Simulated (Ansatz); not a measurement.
# BN (F-43m): thermal expansion from first principles, part 2 of 2

Aim: the lattice, expansion, heat capacity and bulk modulus of BN as it warms. The starting cell is a computed one from a database.

Ansatz 0.2.0; DFT LDA, scalar-relativistic, plane waves, PAW; PAW set soft_1.

So far. Step 2 (Probe on a coarse mesh): The start is under -14 GPa at this level and looks like an insulator or semiconductor on this mesh. Step 5 (Relaxing to small residual forces and stress): The residual pressure is -0.0079 GPa, small enough for phonons. The relaxed cell has a = 3.580 Å (conventional setting).

### Step 6. The quasi-harmonic study

The study relaxes the crystal at several strains, solves the phonons on some of them and minimises the free energy at each temperature (static energy, vibrations, the electrons in a metal, and PV under a set pressure); the q-mesh sets how far the force constants reach.

input.yaml

```yaml
crystal:
  lattice:
    - [0.0, 1.7899253114, 1.7899253114]
    - [1.7899253114, 0.0, 1.7899253114]
    - [1.7899253114, 1.7899253114, 0.0]
  atoms:
    - { symbol: B, position: [0.0, 0.0, 0.0] }
    - { symbol: "N", position: [0.75, 0.75, 0.75] }
kpoints:
  mp_grid: { grid: [12, 12, 12] }
hamiltonian:
  xc: lda
  pseudopotentials: { kind: paw, azcp: { folder: soft_1 }, xc_functional: pbe }
scf:
  occupations: { method: fixed }
  lower_state_search: "off"
output:
  eigenvalues: true
phonons:
  method: dfpt
  qmesh: [4, 4, 4]
  temperatures: { t_max: 1200.0, t_step: 50 }
  thermal_expansion: {}
```

Started as:

```console
> ansatz run input.yaml --threads 8 --pin off --max-ram 16384MiB --backend cpu --events-out ev --progress --plain --runs-dir out
```

Numbers of over 12 decimals in the logs are rounded to 6 here.

The program printed:

```text
Warning: phonons: the dynamical matrix that this run interpolates holds no multipole term above the dipole-dipole one, and a site of this crystal is no centre of inversion, so its interpolated transverse optical and acoustic branches and sound speeds can stay off near Gamma, and the density of states and the thermodynamics with them. What a run solves at a wave vector of phonons.qpoints, Gamma apart, where the deck admits one, is free of this, and under fd what a larger phonons.supercell samples
[...]
Crystal: 2 atoms, lattice volume = 11.469 Å³
Basis set: ecut = 487.2 eV, 283 PW (Γ), exchange–correlation on 40×40×40 points (8 copies of the dense FFT grid, shifted against one another)
Bands: 8, of which v1, the nominal top of the filled ones, is band 4 counted from 1 (3 counted from 0)
Symmetry: 24 space group operations
[...]
k-points: 72 of 1728 (time reversal used)
[...]
SCF iter   1: F=—  HF=-527.255289 eV  |F-HF|=—  |Δ(HF+E_count)|=         —  Δρ=1.50e-1  dr2=2.05e0  ethr=3.10e-3  ⟨swp⟩=3.9  Hψ=3288  notcnv=0  defer=108
[...]
SCF iter   8: F=-526.475700 eV  HF=-526.475700 eV  |F-HF|=0.00e0  |Δ(HF+E_count)|=  6.48e-12  Δρ=5.45e-8  dr2=1.53e-13  ethr=1.00e-12  ⟨swp⟩=6.4  Hψ=2893  notcnv=0
SCF 1 converged in 8 iterations: F = -526.475700 eV  dr2 = 1.53e-13
[...]
relax step   1: F+E_penalty+E_count = -526.47569979 eV  Δ(F+E_penalty+E_count) = +0.000e0 eV  max|allowed force component| = 3.469e-16 eV/Å  Δτ_max = 0.0000 Å  (8 SCF iters, accepted)
SCF converged after 8 iterations
Free energy (F): -526.475700 eV
[...]
Internal energy: -526.475700 eV  (E = F + TS)
E sigma→0 (E₀):  -526.475700 eV
Fermi energy:    11.388501 eV
[...]
--- Stress (GPa, compression-positive) ---
        0.043960       0.000000      -0.000000
        0.000000       0.043960       0.000000
       -0.000000       0.000000       0.043960
  P = ⅓ Tr σ = 0.0440 GPa (0.440 kbar)
--- Band table (eV; the first three rows and the last of 72) ---
[...]
── thermal expansion: 3 new cells, 3 in all ──
thermal expansion: relaxation of cell 2
thermal expansion: relaxation of cell 3
── thermal expansion: 2 new cells, 5 in all ──
thermal expansion: relaxation of cell 4
thermal expansion: phonons of cell 4
thermal expansion: relaxation of cell 5
thermal expansion: phonons of cell 5
── thermal expansion: 5 new cells, 10 in all ──
thermal expansion: relaxation of cell 6
thermal expansion: relaxation of cell 7
thermal expansion: relaxation of cell 8
thermal expansion: relaxation of cell 9
thermal expansion: relaxation of cell 10
thermal expansion: phonons of cell 6
thermal expansion: phonons of cell 7
--- Relaxed structure (1 steps of the walk, 1 accepted, 0 SCFs on fresh bases) ---
  F+E_penalty+E_count = -526.47569979 eV   max|allowed force component| = 3.469e-16 eV/Å
  atoms:
    - { symbol: B, position: [0.0, 0.0, 0.0] }
    - { symbol: N, position: [0.750000, 0.750000, 0.750000] }
--- Thermal expansion: 10 cells in 3 rounds, 0 GPa ---
  no lower state was looked for at cell 4: scf.lower_state_search: off
  without vibrations: a 2.53143, b 2.53143, c 2.53143 Å, V 11.4705 Å³, B 401.66 GPa
  at 0 K: a 2.54138, b 2.54138, c 2.54138 Å, V 11.6062 Å³, B 391.74 GPa
  zero-point expansion: a +0.393, b +0.393, c +0.393, V +1.184 %
      T/K        a/Å        b/Å        c/Å       V/Å³ | expansion of a, b, c, V (1e-6/K)   | that of V in the mean from 25 °C | C_P, C_V (J/mol K of the cell) | B_T, B_S (GPa)
     0.00    2.54138    2.54138    2.54138    11.6062 |    0.00    0.00    0.00    0.00 |    1.38 |     0.000     0.000 |   391.74   391.74
   150.00    2.54140    2.54140    2.54140    11.6065 |    0.24    0.24    0.24    0.73 |    2.61 |     3.019     3.019 |   391.66   391.69
   298.15    2.54172    2.54172    2.54172    11.6110 |    1.65    1.65    1.65    4.95 |       - |    15.932    15.912 |   390.61   391.10
   400.00    2.54230    2.54230    2.54230    11.6189 |    2.74    2.74    2.74    8.22 |    6.64 |    24.632    24.558 |   389.07   390.24
   550.00    2.54358    2.54358    2.54358    11.6365 |    3.91    3.91    3.91   11.73 |    8.71 |    33.545    33.340 |   386.13   388.50
   700.00    2.54523    2.54523    2.54523    11.6591 |    4.65    4.65    4.65   13.95 |   10.30 |    38.958    38.592 |   382.78   386.41
   850.00    2.54710    2.54710    2.54710    11.6848 |    5.13    5.13    5.13   15.39 |   11.52 |    42.347    41.810 |   379.25   384.12
  1000.00    2.54913    2.54913    2.54913    11.7128 |    5.46    5.46    5.46   16.39 |   12.49 |    44.586    43.874 |   375.60   381.69
  1150.00    2.55127    2.55127    2.55127    11.7423 |    5.71    5.71    5.71   17.13 |   13.27 |    46.149    45.262 |   371.88   379.17
  1200.00    2.55200    2.55200    2.55200    11.7524 |    5.78    5.78    5.78   17.33 |   13.50 |    46.568    45.622 |   370.63   378.31
  the static fit leaves 0.001 meV an atom of the energies and, of the stresses, 0.000 GPa of each cell's largest along a strain (root mean squares over the cells), whose Pulay part it has at -0.029 GPa
  vibrations' free energy: its fit passes through its cells
  the electrons' free energy at temperature is not in it: every band gap is over 1.24 eV
  free energies summed between the sampled wave vectors
  estimated error of the fitted expansion in any direction: up to 0.019e-6/K, at 1200 K, with few degrees of freedom (an estimate, not a bound: it was exceeded on models of known expansion)
  by sums over the sampled wave vectors an expansion of the volume parts by up to 0.19e-6/K
  by a static energy of one degree less an expansion of the volume parts by up to 0.00e-6/K
  band gaps on the cells' k-points are 4.329 to 4.425 eV
```

Elapsed: 90 s, on 8 threads of Arm Neoverse V1, shared host; peak memory 0.84 GiB.

Numbers from this step:

| Item | Value |
| --- | --- |
| pressure | 0.04396 GPa |
| gap on the k-mesh | 4.390 eV |
| volume expansion coefficient at 298 K | 4.951 1e-6/K |
| C_P at 298 K | 7.966 J/mol-atom/K |
| entropy at 298 K | 3.325 J/mol-atom/K |
| isothermal bulk modulus at 298 K | 390.6 GPa |
| Grüneisen parameter at 298 K | 0.8499 |
| volume at 298 K | 5.806 Å³/atom |
| principal linear expansion coefficients at 298 K | 1.65, 1.65, 1.65 1e-6/K |

Strained cells of the study; zero-point energy where phonons were solved; the pressures are stresses at a fixed cutoff and can carry an offset from the finite basis. Expansion cells, by row:

| cell | \|a\| (Å) | \|b\| (Å) | \|c\| (Å) | V (Å³/atom) | E - E_lowest (meV/atom) | pressure, compression positive (GPa) | gap (eV) | zero-point energy (meV/atom) |
| --- | --- | --- | --- | --- | --- | --- | --- | --- |
| 1 | 2.531 | 2.531 | 2.531 | 5.735 | 0 | 0.015 | 4.39 | - |
| 2 | 2.552 | 2.552 | 2.552 | 5.873 | 4.019 | -9.18 | 4.362 | - |
| 3 | 2.511 | 2.511 | 2.511 | 5.599 | 4.2 | 10.05 | 4.418 | - |
| 4 | 2.532 | 2.532 | 2.532 | 5.736 | 0 | -0.091 | 4.39 | 160.7 |
| 5 | 2.544 | 2.544 | 2.544 | 5.823 | 1.63 | -5.935 | 4.372 | 158.1 |
| 6 | 2.55 | 2.55 | 2.55 | 5.865 | 3.575 | -8.678 | 4.363 | 156.9 |
| 7 | 2.56 | 2.56 | 2.56 | 5.931 | 7.957 | -12.71 | 4.35 | 155.1 |
| 8 | 2.506 | 2.506 | 2.506 | 5.567 | 6.476 | 12.59 | 4.425 | - |
| 9 | 2.519 | 2.519 | 2.519 | 5.651 | 1.591 | 6.081 | 4.407 | - |
| 10 | 2.574 | 2.574 | 2.574 | 6.031 | 17.68 | -18.45 | 4.329 | - |

Quasi-harmonic; a, b, c are the run's own cell vectors. Expansion, by row:

| T (K) | a (Å) | b (Å) | c (Å) | alpha (deg) | beta (deg) | gamma (deg) | cell volume (Å³/cell) | alpha_a (1e-6/K) | alpha_b (1e-6/K) | alpha_c (1e-6/K) | alpha_V (1e-6/K) | C_P (J/mol-atom/K) | C_V (J/mol-atom/K) | S (J/mol-atom/K) | B_T (GPa) | B_S (GPa) | Grueneisen | extrapolation | fit error (1e-6/K) |
| --- | --- | --- | --- | --- | --- | --- | --- | --- | --- | --- | --- | --- | --- | --- | --- | --- | --- | --- | --- |
| 0 | 2.541 | 2.541 | 2.541 | 60 | 60 | 60 | 11.61 | 0 | 0 | 0 | 0 | 0 | 0 | 0 | 391.7 | 391.7 | - | 0 | 0 |
| 50 | 2.541 | 2.541 | 2.541 | 60 | 60 | 60 | 11.61 | 0.01 | 0.01 | 0.01 | 0.02 | 0.04 | 0.04 | 0.012 | 391.7 | 391.7 | 0.686 | 0 | 0 |
| 100 | 2.541 | 2.541 | 2.541 | 60 | 60 | 60 | 11.61 | 0.06 | 0.06 | 0.06 | 0.19 | 0.404 | 0.404 | 0.12 | 391.7 | 391.7 | 0.635 | 0 | 0 |
| 150 | 2.541 | 2.541 | 2.541 | 60 | 60 | 60 | 11.61 | 0.24 | 0.24 | 0.24 | 0.73 | 1.51 | 1.509 | 0.465 | 391.7 | 391.7 | 0.658 | 0 | 0 |
| 200 | 2.541 | 2.541 | 2.541 | 60 | 60 | 60 | 11.61 | 0.6 | 0.6 | 0.6 | 1.8 | 3.363 | 3.362 | 1.138 | 391.5 | 391.6 | 0.732 | 0 | 0 |
| 250 | 2.542 | 2.542 | 2.542 | 60 | 60 | 60 | 11.61 | 1.1 | 1.1 | 1.1 | 3.31 | 5.66 | 5.656 | 2.13 | 391.1 | 391.4 | 0.801 | 0 | 0 |
| 298.1 | 2.542 | 2.542 | 2.542 | 60 | 60 | 60 | 11.61 | 1.65 | 1.65 | 1.65 | 4.95 | 7.966 | 7.956 | 3.325 | 390.6 | 391.1 | 0.85 | 0 | 0 |
| 300 | 2.542 | 2.542 | 2.542 | 60 | 60 | 60 | 11.61 | 1.67 | 1.67 | 1.67 | 5.01 | 8.053 | 8.043 | 3.374 | 390.6 | 391.1 | 0.851 | 0 | 0 |
| 350 | 2.542 | 2.542 | 2.542 | 60 | 60 | 60 | 11.61 | 2.23 | 2.23 | 2.23 | 6.69 | 10.31 | 10.29 | 4.788 | 389.9 | 390.7 | 0.887 | 0 | 0 |
| 400 | 2.542 | 2.542 | 2.542 | 60 | 60 | 60 | 11.62 | 2.74 | 2.74 | 2.74 | 8.22 | 12.32 | 12.28 | 6.298 | 389.1 | 390.2 | 0.911 | 0 | 0.01 |
| 450 | 2.543 | 2.543 | 2.543 | 60 | 60 | 60 | 11.62 | 3.19 | 3.19 | 3.19 | 9.57 | 14.05 | 13.99 | 7.852 | 388.2 | 389.7 | 0.929 | 0 | 0.01 |
| 500 | 2.543 | 2.543 | 2.543 | 60 | 60 | 60 | 11.63 | 3.58 | 3.58 | 3.58 | 10.74 | 15.53 | 15.45 | 9.41 | 387.2 | 389.1 | 0.942 | 0 | 0.01 |
| 550 | 2.544 | 2.544 | 2.544 | 60 | 60 | 60 | 11.64 | 3.91 | 3.91 | 3.91 | 11.73 | 16.77 | 16.67 | 10.95 | 386.1 | 388.5 | 0.952 | 0 | 0.01 |
| 600 | 2.544 | 2.544 | 2.544 | 60 | 60 | 60 | 11.64 | 4.2 | 4.2 | 4.2 | 12.59 | 17.83 | 17.7 | 12.46 | 385 | 387.8 | 0.96 | 0 | 0.01 |
| 650 | 2.545 | 2.545 | 2.545 | 60 | 60 | 60 | 11.65 | 4.44 | 4.44 | 4.44 | 13.32 | 18.72 | 18.56 | 13.92 | 383.9 | 387.1 | 0.966 | 0 | 0.01 |
| 700 | 2.545 | 2.545 | 2.545 | 60 | 60 | 60 | 11.66 | 4.65 | 4.65 | 4.65 | 13.95 | 19.48 | 19.3 | 15.34 | 382.8 | 386.4 | 0.971 | 0 | 0.01 |
| 750 | 2.546 | 2.546 | 2.546 | 60 | 60 | 60 | 11.67 | 4.83 | 4.83 | 4.83 | 14.49 | 20.13 | 19.92 | 16.7 | 381.6 | 385.7 | 0.976 | 0 | 0.01 |
| 800 | 2.546 | 2.546 | 2.546 | 60 | 60 | 60 | 11.68 | 4.99 | 4.99 | 4.99 | 14.97 | 20.69 | 20.45 | 18.02 | 380.4 | 384.9 | 0.979 | 0 | 0.01 |
| 850 | 2.547 | 2.547 | 2.547 | 60 | 60 | 60 | 11.68 | 5.13 | 5.13 | 5.13 | 15.39 | 21.17 | 20.91 | 19.29 | 379.2 | 384.1 | 0.982 | 0 | 0 |
| 900 | 2.548 | 2.548 | 2.548 | 60 | 60 | 60 | 11.69 | 5.25 | 5.25 | 5.25 | 15.76 | 21.6 | 21.3 | 20.51 | 378 | 383.3 | 0.985 | 0 | 0 |
| 950 | 2.548 | 2.548 | 2.548 | 60 | 60 | 60 | 11.7 | 5.36 | 5.36 | 5.36 | 16.09 | 21.97 | 21.64 | 21.69 | 376.8 | 382.5 | 0.987 | 0 | 0 |
| 1000 | 2.549 | 2.549 | 2.549 | 60 | 60 | 60 | 11.71 | 5.46 | 5.46 | 5.46 | 16.39 | 22.29 | 21.94 | 22.82 | 375.6 | 381.7 | 0.99 | 0 | 0.01 |
| 1050 | 2.55 | 2.55 | 2.55 | 60 | 60 | 60 | 11.72 | 5.55 | 5.55 | 5.55 | 16.66 | 22.58 | 22.2 | 23.92 | 374.4 | 380.9 | 0.991 | 0 | 0.01 |
| 1100 | 2.551 | 2.551 | 2.551 | 60 | 60 | 60 | 11.73 | 5.63 | 5.63 | 5.63 | 16.9 | 22.84 | 22.43 | 24.98 | 373.1 | 380 | 0.993 | 0 | 0.01 |
| 1150 | 2.551 | 2.551 | 2.551 | 60 | 60 | 60 | 11.74 | 5.71 | 5.71 | 5.71 | 17.13 | 23.07 | 22.63 | 26 | 371.9 | 379.2 | 0.995 | 0 | 0.02 |
| 1200 | 2.552 | 2.552 | 2.552 | 60 | 60 | 60 | 11.75 | 5.78 | 5.78 | 5.78 | 17.33 | 23.28 | 22.81 | 26.98 | 370.6 | 378.3 | 0.997 | 0 | 0.02 |

Table of expansion coefficient by temperature; values in 1e-6/K:

| temperature (K) | volume | principal 1 |
| --- | --- | --- |
| 0 | 0 | 0 |
| 50 | 0.02 | 0.01 |
| 100 | 0.19 | 0.06 |
| 200 | 1.8 | 0.6 |
| 250 | 3.31 | 1.1 |
| 298 | 4.95 | 1.65 |
| 300 | 5.01 | 1.67 |
| 350 | 6.69 | 2.23 |
| 450 | 9.57 | 3.19 |
| 500 | 10.7 | 3.58 |
| 550 | 11.7 | 3.91 |
| 600 | 12.6 | 4.2 |
| 650 | 13.3 | 4.44 |
| 700 | 13.9 | 4.65 |
| 800 | 15.0 | 4.99 |
| 850 | 15.4 | 5.13 |
| 900 | 15.8 | 5.25 |
| 950 | 16.1 | 5.36 |
| 1000 | 16.4 | 5.46 |
| 1100 | 16.9 | 5.63 |
| 1150 | 17.1 | 5.71 |
| 1200 | 17.3 | 5.78 |

At 298 K the volume expansion is 4.95 × 10⁻⁶/K and B_T is 391 GPa. The program raised the cutoff to 487.2 eV by itself: with no cutoff typed, the study takes about 1.16 times the default for its relaxations and scales it with the volume for the phonons.

### Step 7. Outcome

| Property | Result |
| --- | --- |
| settings of these figures | LDA, 487.2 eV, k 12×12×12, q 4×4×4 |
| volume expansion coefficient at 298 K | 4.951 1e-6/K |
| C_P at 298 K | 7.966 J/mol-atom/K |
| entropy at 298 K | 3.325 J/mol-atom/K |
| isothermal bulk modulus at 298 K | 390.6 GPa |
| Grüneisen parameter at 298 K | 0.8499 |
| volume at 298 K | 5.806 Å³/atom |
| principal linear expansion coefficients at 298 K | 1.65, 1.65, 1.65 1e-6/K |

In words: Near room temperature BN expands by 4.95 × 10⁻⁶/K in volume by LDA, with C_P = 7.97 J/(mol K) per mole of atoms and B_T = 391 GPa. C_P at room temperature is 32 % of the classical 3R an atom, so the stiffest modes are still partly frozen out. The interpolation has no quadrupole term, so branches near the zone centre are less sure, since this crystal has sites that are not centres of inversion. The PAW files were made for PBE and are used here under another functional, for which the program regenerates the frozen cores.

[Logs are printed without paths, hosts, clocks, repeated set-up lines and the standing remarks that a program may print on its own settings, such as how far it seeks lower states.]

[Hosts, paths, dates, database ids (printed as entryN), source tags and the programs' standing remarks are cut or masked in the printed files.]

[A step with changed settings may run another functional than the one named; its input shows which.]
